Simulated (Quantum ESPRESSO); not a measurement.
# Fixed-spin-moment curve of MnZn, part 2 of 2

How stiff is the total moment of MnZn, and does E(M) have further minima?

Quantum ESPRESSO 7.5; LDA; plane waves with GBRV 1.5 LDA potentials, no spin-orbit coupling.

So far, absolute magnetization (μB): step 2 (No moment imposed) 3.30; step 4 (Kohn–Sham states 27, tot magnetization 0.686, fixed moment …) 0.81; step 5 (Kohn–Sham states 27, tot magnetization 1.372, fixed moment …) 1.61.

## (6) An input with a fault

One input was spoiled on purpose, to see how the program answers.

Contents of pw.in:

```
&CONTROL
  calculation = 'scf'
  prefix = 'pwscf'
  outdir = './tmp'
  pseudo_dir = './pseudo'
  disk_io = 'nowf'
/
&SYSTEM
  ibrav = 0
  nat = 2
  ntyp = 2
  ecutwfc = 12
  ecutrho = 280
  nbnd = 26
  occupations = 'smearing'
  smearing = 'mv'
  degauss = 0.00999582
  nspin = 2
  starting_magnetization(1) = 0.2333
  starting_magnetization(2) = 0
/
&ELECTRONS
  conv_thr = 4d-09
  electron_maxstep = 75
  mixing_beta = 0.3
/
ATOMIC_SPECIES
Mn     54.9380 mn_lda_v1.5.uspp.F.UPF
Zn     65.3800 zn_lda_v1.uspp.F.UPF
CELL_PARAMETERS angstrom
   3.0700000000    0.0000000000    0.0000000000
   0.0000000000    3.0700000000    0.0000000000
   0.0000000000    0.0000000000    3.0700000000
ATOMIC_POSITIONS crystal
Mn      0.0000000000    0.0000000000    0.0000000000
Zn      0.5000000000    0.5000000000    0.5000000000
K_POINTS automatic
10 10 10 0 0 0
```

Run with:

```
$ OMP_NUM_THREADS=1 mpirun -n 2 pw.x -nk 2 -in pw.in > pw.out
```

Log:

```text
[banner, memory and clock lines left out]
Program PWSCF v.7.5 starts

     Message from routine setup:
     using ibrav=0 with symmetry is DISCOURAGED, use correct ibrav instead

     bravais-lattice index     =            0
     lattice parameter (alat)  =       5.8015  a.u.
     unit-cell volume          =     195.2593 (a.u.)^3
     number of atoms/cell      =            2
     number of atomic types    =            2
     number of electrons       =        35.00
     number of Kohn-Sham states=           26
     kinetic-energy cutoff     =      12.0000  Ry
     charge density cutoff     =     280.0000  Ry
     scf convergence threshold =      4.0E-09
     mixing beta               =       0.3000
     number of iterations used =            8  plain     mixing
     Exchange-correlation= SLA  PZ   NOGX NOGC
                           (   1   1   0   0   0   0   0)

     [... lines left out ...]
     PseudoPot. # 1 for Mn read from file:
     mn_lda_v1.5.uspp.F.UPF
     Pseudo is Ultrasoft + core correction, Zval = 15.0

     PseudoPot. # 2 for Zn read from file:
     zn_lda_v1.uspp.F.UPF
     Pseudo is Ultrasoft, Zval = 20.0

     atomic species   valence    mass     pseudopotential
     Mn               15.00    54.93800     Mn( 1.00)
     Zn               20.00    65.38000     Zn( 1.00)

     Starting magnetic structure
     atomic species   magnetization
     Mn              0.233
     Zn              0.000

     48 Sym. Ops., with inversion, found

   Cartesian axes

     site n.     atom                  positions (alat units)
         1        Mn     tau(   1) = (   0.0000000   0.0000000   0.0000000  )
         2        Zn     tau(   2) = (   0.5000000   0.5000000   0.5000000  )

     number of k points=    56  Marzari-Vanderbilt smearing, width (Ry)=  0.0100

     Dense  grid:    15515 G-vectors     FFT dimensions: (  32,  32,  32)

     Smooth grid:     1045 G-vectors     FFT dimensions: (  15,  15,  15)

     Check: negative core charge=   -0.000047
     Generating pointlists ...
     new r_m :   0.3572 (alat units)  2.0725 (a.u.) for type    1
     new r_m :   0.3572 (alat units)  2.0725 (a.u.) for type    2

     Initial potential from superposition of free atoms

     starting charge      34.4998, renormalised to      35.0000
     Starting wfcs are   26 randomized atomic wfcs

     Self-consistent Calculation

     iteration #  1     ecut=    12.00 Ry     beta= 0.30
     Davidson diagonalization with overlap
     ethr =  1.00E-02,  avg # of iterations =  3.4

     total energy              =    -611.12862851 Ry
     estimated scf accuracy    <      79.69329309 Ry

     total magnetization       =     1.10 Bohr mag/cell
     absolute magnetization    =     1.22 Bohr mag/cell

     [... further iterations left out ...]

     iteration # 24     ecut=    12.00 Ry     beta= 0.30
     Davidson diagonalization with overlap
     ethr =  4.70E-11,  avg # of iterations =  3.1

     negative rho (up, down):  1.256E-04 1.242E-04

     Magnetic moment per site  (integrated on atomic sphere of radius R)
     atom   1 (R=0.357)  charge= 13.3860  magn= -0.0040
     atom   2 (R=0.357)  charge= 18.7872  magn= -0.0003

     End of self-consistent calculation

     Number of k-points >= 100: set verbosity='high' to print the bands.

     the Fermi energy is    15.6839 ev

!    total energy              =    -621.12150880 Ry
     estimated scf accuracy    <          2.5E-09 Ry
     smearing contrib. (-TS)   =      -0.00049096 Ry
     internal energy E=F+TS    =    -621.12101784 Ry

     The total energy is F=E-TS. E is the sum of the following terms:
     one-electron contribution =    -329.11131952 Ry
     hartree contribution      =     153.19984104 Ry
     xc contribution           =     -56.60515072 Ry
     ewald contribution        =    -388.60438865 Ry

     total magnetization       =    -0.00 Bohr mag/cell
     absolute magnetization    =     0.00 Bohr mag/cell

     convergence has been achieved in  24 iterations
```

Run time: 9.3 s. Hardware: 2 MPI ranks of Arm Neoverse V2, shared host; peak memory 0.16 GiB; 18 s of CPU time.

Convergence was reached, yet the input spoils the result.

The fault in the input: a cutoff far too low.

The two runs compared:

```tsv
quantity	this run	same start on sound input	difference
largest moment (μB)	0.0039666	3.0429	-3.04
magnetization (μB)	0	3.048	-3.05
absolute magnetization (μB)	0	3.304	-3.30
```

The two runs differ clearly in the largest moment: 0.00397 μB against 3.04 μB.

## (7) All moments

The runs not shown differ in the target, the start and the number of states alone. The point at 3.05 μB is the free run, entered with slope zero.

Energy over the lowest against total spin moment:

```tsv
total spin moment (μB a cell)	energy over the lowest (meV a cell)
0.00	810
0.69	745
1.37	553
2.06	274
2.74	30.3
3.05	0
3.43	38.4
4.12	280
```

The dE/dM by total spin moment:

```tsv
total spin moment (μB a cell)	dE/dM (meV/μB)
0.00	0.00389
0.69	-191
1.37	-355
2.06	-443
2.74	-207
3.05	0
3.43	159
4.12	613
```

The largest site moment by total spin moment:

```tsv
total spin moment (μB a cell)	largest site moment (μB)
0.00	4.9e-6
0.69	0.730
1.37	1.45
2.06	2.15
2.74	2.78
3.05	3.04
3.43	3.35
4.12	3.80
```

## (8) Outcome

```
moment of the free run                              : 3.05 μB a cell
energy at zero total moment                         : 810 meV a cell over the lowest
ΔE/ΔM² from the lowest point to 3.43 and to 2.74 μB : 264 and 326 meV/μB²
```

**Reading.** At zero total moment the site moments vanish, so the 810 meV a cell is the energy of forming them. The points show one minimum alone. The cell holds one seeded atom, so opposed orders, which may lie lower, cannot form in it. The smearing is not Fermi–Dirac, so its width is no temperature.

[Logs and program files are shortened in this print: banners, set-up blocks, solver, clock and traceback lines can be left out without a mark of their own.]

[Logs are printed without paths, hosts, clocks, repeated set-up lines and the standing remarks that a program may print on its own settings, such as how far it seeks lower states.]

[Hosts, paths, dates, database ids (printed as entryN), source tags and the programs' standing remarks are cut or masked in the printed files.]

[Where a cell is said to come from a database of computed structures, the database is the Materials Project.]
